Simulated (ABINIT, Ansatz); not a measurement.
# Ba2SrTeO6 (R-3): G0W0 with ABINIT, start to end, part 2 of 3

Aim: the G0W0 gap of Ba2SrTeO6 (R-3) on LDA, step by step.

ABINIT 10.8.3; LDA and many-body steps on it, plane waves. Known limits of the many-body steps: not at the basis limit; no spin-orbit coupling; coarse k mesh.

So far. Step 2 (Ground state): The gap is indirect, with the least direct gap 0.13 eV higher.

## 3. Bands along the symmetry lines

Level of this step: DFT, LDA, plane waves, norm-conserving pseudopotentials (ABINIT).

The cheap functional maps the bands first; the places of the edges decide which points the dearer methods must see.

run.abi reads:

```
acell 3*1.0 Angstrom
rprim 
  3.094471017325 1.786593674874 4.966610984592
  -3.094471017325 1.786593674874 4.966610984592
  -0.000000000000 -3.573187349682 4.966610984616
ntypat 4
znucl 56 38 52 8
natom 10
typat 1 1 2 3 4 4 4 4 4 4
xred 
  0.252060000000 0.252060000000 0.252060000000
  0.747940000000 0.747940000000 0.747940000000
  0.000000000000 0.000000000000 0.000000000000
  0.500000000000 0.500000000000 0.500000000000
  0.328441000000 0.717506000000 0.226340000000
  0.717506000000 0.226340000000 0.328441000000
  0.226340000000 0.328441000000 0.717506000000
  0.671559000000 0.282494000000 0.773660000000
  0.773660000000 0.671559000000 0.282494000000
  0.282494000000 0.773660000000 0.671559000000
pp_dirpath "pseudos"
pseudos "Ba.upf, Sr.upf, Te.upf, O.upf"
ecut 42
iscf -2
irdden 1
kptopt 0
nkpt 24
kpt 
  0.00000000 0.00000000 0.00000000
  0.16666667 0.16666667 0.16666667
  0.33333333 0.33333333 0.33333333
  0.50000000 0.50000000 0.50000000
  0.58235575 0.41764425 0.50000000
  0.66471151 0.33528849 0.50000000
  0.74706726 0.25293274 0.50000000
  0.50000000 -0.25293274 0.25293274
  0.50000000 -0.16862183 0.16862183
  0.50000000 -0.08431091 0.08431091
  0.50000000 0.00000000 0.00000000
  0.33333333 0.00000000 0.00000000
  0.16666667 0.00000000 0.00000000
  0.00000000 0.00000000 0.00000000
  0.12548879 -0.12548879 0.00000000
  0.25097758 -0.25097758 0.00000000
  0.37646637 -0.37646637 -0.00000000
  0.62353363 0.00000000 0.37646637
  0.58235575 0.00000000 0.41764425
  0.54117788 0.00000000 0.45882212
  0.50000000 0.00000000 0.50000000
  0.33333333 0.00000000 0.33333333
  0.16666667 0.00000000 0.16666667
  0.00000000 0.00000000 0.00000000
istwfk *1
nband 52
nbdbuf 2
tolwfr 1e-08
nstep 40
prtwf 0
prtvol 0
indata_prefix "in"
outdata_prefix "out"
tmpdata_prefix "tmp"
```

Launch:

```bash
OMP_NUM_THREADS=1 mpirun -n 4 abinit run.abi > log
```

Numbers of over 12 decimals in the logs are rounded to 6 here.

The program printed:

```text
.Version 10.8.3 of ABINIT. v10.8.2 released Aug 2026.

 Symmetries : space group R-3 (#148); Bravais hR (rhombohedral)
[... echo of the input left out ...]
== DATASET  1 ==================================================================
-   mpi_nproc: 4, omp_nthreads: 1 (-1 if OMP is not activated)

--- !DatasetInfo
iteration_state: {dtset: 1, }
dimensions: {natom: 10, nkpt: 24, mband: 52, nsppol: 1, nspinor: 1, nspden: 1, mpw: 14488, }
cutoff_energies: {ecut:  42.0, pawecutdg:  -1.0, }
electrons: {nelect:   9.00000000E+01, charge:   0.00000000E+00, occopt:   1.00000000E+00, tsmear:   1.00000000E-02, }

 Real(R)+Recip(G) space primitive vectors, cartesian coordinates (Bohr,Bohr^-1):
 R(1)=  5.8477027  3.3761727  9.3855345  G(1)=  0.0855037  0.0493656  0.0355156
 R(2)= -5.8477027  3.3761727  9.3855345  G(2)= -0.0855037  0.0493656  0.0355156
 R(3)=  0.0000000 -6.7523455  9.3855345  G(3)=  0.0000000 -0.0987311  0.0355156
 Unit cell volume ucvol=  1.1117835E+03 bohr^3
 Angles (23,13,12)=  6.07641957E+01  6.07641957E+01  6.07641957E+01 degrees

 getcut: wavevector=  0.0000  0.0000  0.0000  ngfft=  72  72  72
         ecut(hartree)=     42.000   => boxcut(ratio)=   2.13483

--- Pseudopotential description ------------------------------------------------
- Ba Generated using ONCVPSP code by D. R. Hamann
- 56.00000  10.00000  180309                  znucl, zion, pspdat
12 -1012 2 -1 1912                            pspcod,pspxc,lmax,lloc,mmax
     nproj     2     2     2
  pspatm : epsatm=   25.95172157
         --- l  ekb(1:nproj) -->
             0    6.668455    0.685657
             1    5.046948    0.410312
             2    2.551809    0.419281
 pspatm: atomic psp has been read  and splines computed

- Sr Generated using ONCVPSP code by D. R. Hamann
- 38.00000  10.00000  180309                  znucl, zion, pspdat
12 -1012 2 -1 1812                            pspcod,pspxc,lmax,lloc,mmax
     nproj     2     2     2
  pspatm : epsatm=   12.22067766
         --- l  ekb(1:nproj) -->
[...]
pspatm: atomic psp has been read  and splines computed

- Te Generated using ONCVPSP code by D. R. Hamann
- 52.00000  24.00000  180309                  znucl, zion, pspdat
12 -1012 2 -1 1278                            pspcod,pspxc,lmax,lloc,mmax
     nproj     2     2     2
  pspatm : epsatm=   29.40961451
         --- l  ekb(1:nproj) -->
[...]
pspatm: atomic psp has been read  and splines computed

- O Generated using ONCVPSP code by D. R. Hamann
-  8.00000   6.00000  201201                  znucl, zion, pspdat
12 -1012 2 -1 926                             pspcod,pspxc,lmax,lloc,mmax
     nproj     2     2     1
  pspatm : epsatm=    6.24525921
         --- l  ekb(1:nproj) -->
[...]
2   -1.033686
 pspatm: atomic psp has been read  and splines computed

[...]
Non-SCF case, kpt   24 (  0.00000  0.00000  0.00000), residuals and eigenvalues=
[...]
1.5344E-01  1.5563E-01  1.5563E-01  1.6206E-01  1.6206E-01  1.6349E-01
  1.8167E-01  1.8167E-01  1.8184E-01  2.9461E-01  3.6850E-01  3.6850E-01
[...]
--- !ResultsGS
iteration_state: {dtset: 1, }
comment   : Summary of ground state results
lattice_vectors:
- [  5.8477027,   3.3761727,   9.3855345, ]
- [ -5.8477027,   3.3761727,   9.3855345, ]
- [ -0.0000000,  -6.7523455,   9.3855345, ]
lattice_lengths: [  11.56211,   11.56211,   11.56211, ]
lattice_angles: [ 60.764,  60.764,  60.764, ] # degrees, (23, 13, 12)
lattice_volume:   1.1117835E+03
convergence: {deltae:  0.000E+00, res2:  0.000E+00, residm:  9.982E-09, diffor:  0.000E+00, }
etotal    :  -4.71118166E+02
entropy   :   0.00000000E+00
fermie    :   1.86600971E-01
cartesian_stress_tensor: null
pressure_GPa: null
xred      :
- [  2.5206E-01,   2.5206E-01,   2.5206E-01, Ba]
- [  7.4794E-01,   7.4794E-01,   7.4794E-01, Ba]
- [  0.0000E+00,   0.0000E+00,   0.0000E+00, Sr]
- [  5.0000E-01,   5.0000E-01,   5.0000E-01, Te]
- [  3.2844E-01,   7.1751E-01,   2.2634E-01,  O]
- [  7.1751E-01,   2.2634E-01,   3.2844E-01,  O]
- [  2.2634E-01,   3.2844E-01,   7.1751E-01,  O]
- [  6.7156E-01,   2.8249E-01,   7.7366E-01,  O]
- [  7.7366E-01,   6.7156E-01,   2.8249E-01,  O]
- [  2.8249E-01,   7.7366E-01,   6.7156E-01,  O]
cartesian_forces: null
force_length_stats: {min: null, max: null, mean: null, }

 Integrated electronic density in atomic spheres:
 ------------------------------------------------
 Atom  Sphere_radius  Integrated_density
[...]
================================================================================

 ----iterations are completed or convergence reached----

 Mean square residual over all n,k,spin=   56.087E-10; max=  99.820E-10
 reduced coordinates (array xred) for   10 atoms
[...]
0.773660000000      0.671559000000      0.282494000000
       0.282494000000      0.773660000000      0.671559000000

 cartesian coordinates (angstrom) at end:
[...]
length scales=  1.889726125908  1.889726125908  1.889726125908 bohr
              =  1.000000000000  1.000000000000  1.000000000000 angstroms
 prteigrs : about to open file out_EIG
 Eigenvalues (hartree) for nkpt=  24  k points:
 kpt#   1, nband= 52, wtk=  1.00000, kpt=  0.0000  0.0000  0.0000 (reduced coord)
[...]
kpt#   2, nband= 52, wtk=  1.00000, kpt=  0.1667  0.1667  0.1667 (reduced coord)
[...]
kpt#   3, nband= 52, wtk=  1.00000, kpt=  0.3333  0.3333  0.3333 (reduced coord)
[...]
kpt#  23, nband= 52, wtk=  1.00000, kpt=  0.1667  0.0000  0.1667 (reduced coord)
[...]
0.39259    0.39723    0.40198    0.40561
 kpt#  24, nband= 52, wtk=  1.00000, kpt=  0.0000  0.0000  0.0000 (reduced coord)
[...]
0.11040    0.11434    0.12000    0.12000    0.15344    0.15563    0.15563    0.16206
   0.16206    0.16349    0.18167    0.18167    0.18184    0.29461    0.36850    0.36850
   0.38832    0.39256    0.39589    0.39589

== END DATASET(S) ==============================================================
================================================================================

 -outvars: echo values of variables after computation  --------
            nband          52
             nkpt          24
          spgroup         148
 [... the other variables as echoed above ...]

 Calculation completed.
```

It took 3.9 min on 4 MPI ranks of Arm Neoverse V1, shared host; peak memory 0.74 GiB; 15 min of CPU time.

Numbers from this step:

```
gap                        : 2.939 eV
k of the valence top       : 0.5, 0, 0.5
k of the conduction bottom : 0, 0, 0
least direct gap           : 3.069 eV
```

The gap is 2.939 eV, as in the run before at this level.

The electronic bands at the labelled points (eV, zero at the top of the highest filled band):

```csv
point,band 42,band 43,band 44,band 45,band 46,band 47,band 48,band 49
Γ,-0.63,-0.13,-0.13,-0.13,2.94,4.95,4.95,5.49
T,-0.80,-0.26,-0.26,-0.22,4.23,5.47,6.08,6.08
H2,-0.90,-0.69,-0.22,-0.19,3.69,6.05,6.23,6.31
jump to H0,-0.90,-0.69,-0.22,-0.19,3.69,6.05,6.23,6.31
L,-0.72,-0.34,-0.19,-0.06,4.16,5.50,5.90,6.08
Γ,-0.63,-0.13,-0.13,-0.13,2.94,4.95,4.95,5.49
S0,-0.81,-0.50,-0.47,-0.06,3.64,6.02,6.18,6.33
jump to S2,-0.81,-0.50,-0.47,-0.06,3.64,6.02,6.18,6.33
F,-0.77,-0.66,-0.65,0.00,3.39,6.02,6.03,6.16
Γ,-0.63,-0.13,-0.13,-0.13,2.94,4.95,4.95,5.49
```

## 4. Empty states on the mesh, 2×2×2 mesh, 588 bands

The sums over transitions need many empty states on a uniform mesh; this step solves for them.

run.abi reads:

```
acell 3*1.0 Angstrom
rprim 
  3.094471017325 1.786593674874 4.966610984592
  -3.094471017325 1.786593674874 4.966610984592
  -0.000000000000 -3.573187349682 4.966610984616
ntypat 4
znucl 56 38 52 8
natom 10
typat 1 1 2 3 4 4 4 4 4 4
xred 
  0.252060000000 0.252060000000 0.252060000000
  0.747940000000 0.747940000000 0.747940000000
  0.000000000000 0.000000000000 0.000000000000
  0.500000000000 0.500000000000 0.500000000000
  0.328441000000 0.717506000000 0.226340000000
  0.717506000000 0.226340000000 0.328441000000
  0.226340000000 0.328441000000 0.717506000000
  0.671559000000 0.282494000000 0.773660000000
  0.773660000000 0.671559000000 0.282494000000
  0.282494000000 0.773660000000 0.671559000000
pp_dirpath "pseudos"
pseudos "Ba.upf, Sr.upf, Te.upf, O.upf"
ecut 42
ngkpt 2 2 2
nshiftk 1
shiftk 0 0 0
kptopt 1
chksymbreak 0
iscf -2
irdden 1
istwfk *1
nband 588
nbdbuf 52
tolwfr 1e-09
nstep 60
prtvol 0
indata_prefix "in"
outdata_prefix "out"
tmpdata_prefix "tmp"
```

The program printed:

```text
.Version 10.8.3 of ABINIT. v10.8.2 released Aug 2026.

 Symmetries : space group R-3 (#148); Bravais hR (rhombohedral)
[... echo of the input left out ...]
== DATASET  1 ==================================================================
-   mpi_nproc: 4, omp_nthreads: 1 (-1 if OMP is not activated)

--- !DatasetInfo
iteration_state: {dtset: 1, }
dimensions: {natom: 10, nkpt: 4, mband: 588, nsppol: 1, nspinor: 1, nspden: 1, mpw: 14476, }
cutoff_energies: {ecut:  42.0, pawecutdg:  -1.0, }
electrons: {nelect:   9.00000000E+01, charge:   0.00000000E+00, occopt:   1.00000000E+00, tsmear:   1.00000000E-02, }

 Real(R)+Recip(G) space primitive vectors, cartesian coordinates (Bohr,Bohr^-1):
 R(1)=  5.8477027  3.3761727  9.3855345  G(1)=  0.0855037  0.0493656  0.0355156
 R(2)= -5.8477027  3.3761727  9.3855345  G(2)= -0.0855037  0.0493656  0.0355156
 R(3)=  0.0000000 -6.7523455  9.3855345  G(3)=  0.0000000 -0.0987311  0.0355156
 Unit cell volume ucvol=  1.1117835E+03 bohr^3
 Angles (23,13,12)=  6.07641957E+01  6.07641957E+01  6.07641957E+01 degrees

 getcut: wavevector=  0.0000  0.0000  0.0000  ngfft=  72  72  72
         ecut(hartree)=     42.000   => boxcut(ratio)=   2.13483

--- Pseudopotential description ------------------------------------------------
- Ba Generated using ONCVPSP code by D. R. Hamann
- 56.00000  10.00000  180309                  znucl, zion, pspdat
12 -1012 2 -1 1912                            pspcod,pspxc,lmax,lloc,mmax
     nproj     2     2     2
  pspatm : epsatm=   25.95172157
         --- l  ekb(1:nproj) -->
             0    6.668455    0.685657
             1    5.046948    0.410312
             2    2.551809    0.419281
 pspatm: atomic psp has been read  and splines computed

- Sr Generated using ONCVPSP code by D. R. Hamann
- 38.00000  10.00000  180309                  znucl, zion, pspdat
12 -1012 2 -1 1812                            pspcod,pspxc,lmax,lloc,mmax
     nproj     2     2     2
  pspatm : epsatm=   12.22067766
         --- l  ekb(1:nproj) -->
[...]
pspatm: atomic psp has been read  and splines computed

- Te Generated using ONCVPSP code by D. R. Hamann
- 52.00000  24.00000  180309                  znucl, zion, pspdat
12 -1012 2 -1 1278                            pspcod,pspxc,lmax,lloc,mmax
     nproj     2     2     2
  pspatm : epsatm=   29.40961451
         --- l  ekb(1:nproj) -->
[...]
pspatm: atomic psp has been read  and splines computed

- O Generated using ONCVPSP code by D. R. Hamann
-  8.00000   6.00000  201201                  znucl, zion, pspdat
12 -1012 2 -1 926                             pspcod,pspxc,lmax,lloc,mmax
     nproj     2     2     1
  pspatm : epsatm=    6.24525921
         --- l  ekb(1:nproj) -->
[...]
2   -1.033686
 pspatm: atomic psp has been read  and splines computed

[...]
4.22E-04  1.05E-03  1.16E-03  2.67E-03
 -5.6717E+00 -3.8413E+00 -3.8411E+00 -3.8411E+00 -1.1801E+00 -1.1801E+00
 -1.1770E+00 -1.1767E+00 -1.1767E+00 -9.8338E-01 -7.4589E-01 -7.4277E-01
 -4.8492E-01 -4.2072E-01 -4.2072E-01 -4.1879E-01 -3.7786E-01 -3.7786E-01
[...]
4.5370E+00  4.5380E+00  4.5463E+00  4.5486E+00  4.5612E+00  4.5616E+00
  4.5631E+00  4.5690E+00  4.5861E+00  4.5872E+00  4.5885E+00  4.5946E+00
 prteigrs : prtvol=0 or 1, do not print more k-points.

--- !ResultsGS
iteration_state: {dtset: 1, }
comment   : Summary of ground state results
lattice_vectors:
- [  5.8477027,   3.3761727,   9.3855345, ]
- [ -5.8477027,   3.3761727,   9.3855345, ]
- [ -0.0000000,  -6.7523455,   9.3855345, ]
lattice_lengths: [  11.56211,   11.56211,   11.56211, ]
lattice_angles: [ 60.764,  60.764,  60.764, ] # degrees, (23, 13, 12)
lattice_volume:   1.1117835E+03
convergence: {deltae:  0.000E+00, res2:  0.000E+00, residm:  9.981E-10, diffor:  0.000E+00, }
etotal    :  -4.71118166E+02
entropy   :   0.00000000E+00
fermie    :   1.86600971E-01
cartesian_stress_tensor: null
pressure_GPa: null
xred      :
- [  2.5206E-01,   2.5206E-01,   2.5206E-01, Ba]
- [  7.4794E-01,   7.4794E-01,   7.4794E-01, Ba]
- [  0.0000E+00,   0.0000E+00,   0.0000E+00, Sr]
- [  5.0000E-01,   5.0000E-01,   5.0000E-01, Te]
- [  3.2844E-01,   7.1751E-01,   2.2634E-01,  O]
- [  7.1751E-01,   2.2634E-01,   3.2844E-01,  O]
- [  2.2634E-01,   3.2844E-01,   7.1751E-01,  O]
- [  6.7156E-01,   2.8249E-01,   7.7366E-01,  O]
- [  7.7366E-01,   6.7156E-01,   2.8249E-01,  O]
- [  2.8249E-01,   7.7366E-01,   6.7156E-01,  O]
cartesian_forces: null
force_length_stats: {min: null, max: null, mean: null, }

 Integrated electronic density in atomic spheres:
 ------------------------------------------------
 Atom  Sphere_radius  Integrated_density
[...]
================================================================================

 ----iterations are completed or convergence reached----

 Mean square residual over all n,k,spin=   44.449E-11; max=  99.810E-11
 reduced coordinates (array xred) for   10 atoms
[...]
0.773660000000      0.671559000000      0.282494000000
       0.282494000000      0.773660000000      0.671559000000

 cartesian coordinates (angstrom) at end:
    1      0.000000     1.664e-11     3.755652
    2     -0.000000     4.936e-11    11.144181
[...]
10     -1.519899    -0.512688     8.580878
 length scales=  1.889726125908  1.889726125908  1.889726125908 bohr
              =  1.000000000000  1.000000000000  1.000000000000 angstroms
 prteigrs : about to open file out_EIG
 Eigenvalues (hartree) for nkpt=   4  k points:
 kpt#   1, nband=588, wtk=  0.12500, kpt=  0.0000  0.0000  0.0000 (reduced coord)
[...]
4.47024    4.47024    4.47581    4.48238    4.48243    4.48833    4.51530    4.52826
   4.53700    4.53800    4.54631    4.54864    4.56119    4.56155    4.56313    4.56901
   4.58611    4.58719    4.58848    4.59462
 prteigrs : prtvol=0 or 1, do not print more k-points.

== END DATASET(S) ==============================================================
================================================================================

 -outvars: echo values of variables after computation  --------
            nband         588
             nkpt           4
          spgroup         148
 [... the other variables as echoed above ...]

 Calculation completed.
```

It took 17 min on 4 MPI ranks; peak memory 1.2 GiB; 67 min of CPU time.

Numbers from this step:

| Property | Result |
| --- | --- |
| gap | 2.939 eV |
| k of the valence top | 0.5, 0.5, 0 |
| k of the conduction bottom | 0, 0, 0 |
| least direct gap | 3.069 eV |
| k points computed | 4 |
| lowest point of the top converged band, above the valence top | 108.6050 eV |

On this mesh the gap is 2.939 eV.

## 5. Screening, 2×2×2 mesh, 536 bands, screening to 217.7 eV

The RPA dielectric matrix is built and inverted for each q.

This step: RPA screening on LDA, plane waves, norm-conserving pseudopotentials.

run.abi, as its differences from that of step 4:

```diff
@@ -28,10 +28,11 @@
 chksymbreak 0
-iscf -2
-irdden 1
 istwfk *1
-nband 588
-nbdbuf 52
-tolwfr 1e-09
-nstep 60
-prtvol 0
+occopt 1
+irdwfk 1
+optdriver 3
+nband 536
+ecuteps 8
+inclvkb 2
+awtr 1
+symchi 1
 indata_prefix "in"
```

The program printed:

```text
.Version 10.8.3 of ABINIT. v10.8.2 released Aug 2026.

 Symmetries : space group R-3 (#148); Bravais hR (rhombohedral)
[... echo of the input left out ...]
== DATASET  1 ==================================================================
-   mpi_nproc: 4, omp_nthreads: 1 (-1 if OMP is not activated)

--- !DatasetInfo
iteration_state: {dtset: 1, }
dimensions: {natom: 10, nkpt: 4, mband: 536, nsppol: 1, nspinor: 1, nspden: 1, mpw: 14476, }
cutoff_energies: {ecut:  42.0, pawecutdg:  -1.0, }
electrons: {nelect:   9.00000000E+01, charge:   0.00000000E+00, occopt:   1.00000000E+00, tsmear:   1.00000000E-02, }

 SCREENING: Calculation of the susceptibility and dielectric matrices

 Based on a program developped by R.W. Godby, V. Olevano, G. Onida, and L. Reining.
 Incorporated in ABINIT by V. Olevano, G.-M. Rignanese, and M. Torrent.
.Using double precision arithmetic ; gwpc =  8

[... cell and pseudopotentials left out ...]
--------------------------------------------------------------------------------

 ==== K-mesh for the wavefunctions ====
 Number of points in the irreducible wedge :     4
[... list of points left out ...]
 Together with  6 symmetry operations and time-reversal symmetry
 yields     8 points in the full Brillouin Zone.

 ==== Q-mesh for the screening function ====
 Number of points in the irreducible wedge :     4
[... list of points left out ...]
 Together with  6 symmetry operations and time-reversal symmetry
 yields     8 points in the full Brillouin Zone.

 setmesh: FFT mesh size selected  =    50x   50x   50
          total number of points  =       125000

 vcoul_init : cutoff-mode = AUXILIARY_FUNCTION
 q-points for optical limit:   1
     1)      0.000010    0.000020    0.000030

- screening: taking advantage of time-reversal symmetry
- Maximum band index for partially occupied states nbvw = 45
- Remaining bands to be divided among processors   nbcw = 491
- Number of bands treated by each node ~122

 Number of electrons calculated from density =   90.0000; Expected =   90.0000
 average of density, n =  0.080951
 r_s =    1.4340
 omega_plasma =   27.4452 [eV]

 calculating chi0 at frequencies [eV] :
  1    0.000000E+00    0.000000E+00
  2    0.000000E+00    2.744522E+01

--------------------------------------------------------------------------------
  q-point number  1        q = ( 0.000000, 0.000000, 0.000000) [r.l.u.]
--------------------------------------------------------------------------------
[... chi0 elements left out ...]
 For q-point:  0.000010 0.000020 0.000030
  dielectric constant =   4.0051
  dielectric constant without local fields =   4.5009

  Average fulfillment of the sum rule on Im[epsilon] for q-point    1 :     81.11  [%]
[... wings left out ...]
  q-point number  2        q = ( 0.500000, 0.000000, 0.000000) [r.l.u.]
--------------------------------------------------------------------------------
[... chi0 elements left out ...]
  Average fulfillment of the sum rule on Im[epsilon] for q-point    2 :     84.15  [%]

 [... 2 further q-points ...]
```

Run time: 19 min. Hardware: 4 MPI ranks; peak memory 6.8 GiB.

Numbers from this step:

```
ε∞ with local fields, on this mesh, along the program's q direction : 4.005
the same without local fields                                       : 4.501
plasma frequency                                                    : 27.45 eV
plane waves in the screening matrix                                 : 1241
```

Local fields lower ε∞ by 11 %. On a Γ-centred mesh this coarse the value itself is usually too large, while a short band sum pulls it down.

(Continued in part 3 of 3.)

[Paths, hosts, dates, memory and timing lines, banners, echoed tables and standing remarks are left out of the program output.]

[Logs are printed without paths, hosts, clocks, repeated set-up lines and the standing remarks that a program may print on its own settings, such as how far it seeks lower states.]

[Runs of the session that timed out or met a known fault of the program may be left out.]

[Hosts, paths, dates, database ids (printed as entryN), source tags and the programs' standing remarks are cut or masked in the printed files.]

[G0W0 gaps are taken among the corrected bands and points alone; a level outside them can change the order at an edge.]

[Where Ansatz stands beside ABINIT at settings called matched, ABINIT's density can come from a denser mesh and the files from another edition; pairs whose starting gaps differed by over 0.03 eV were left out, so agreement reads better than it is.]
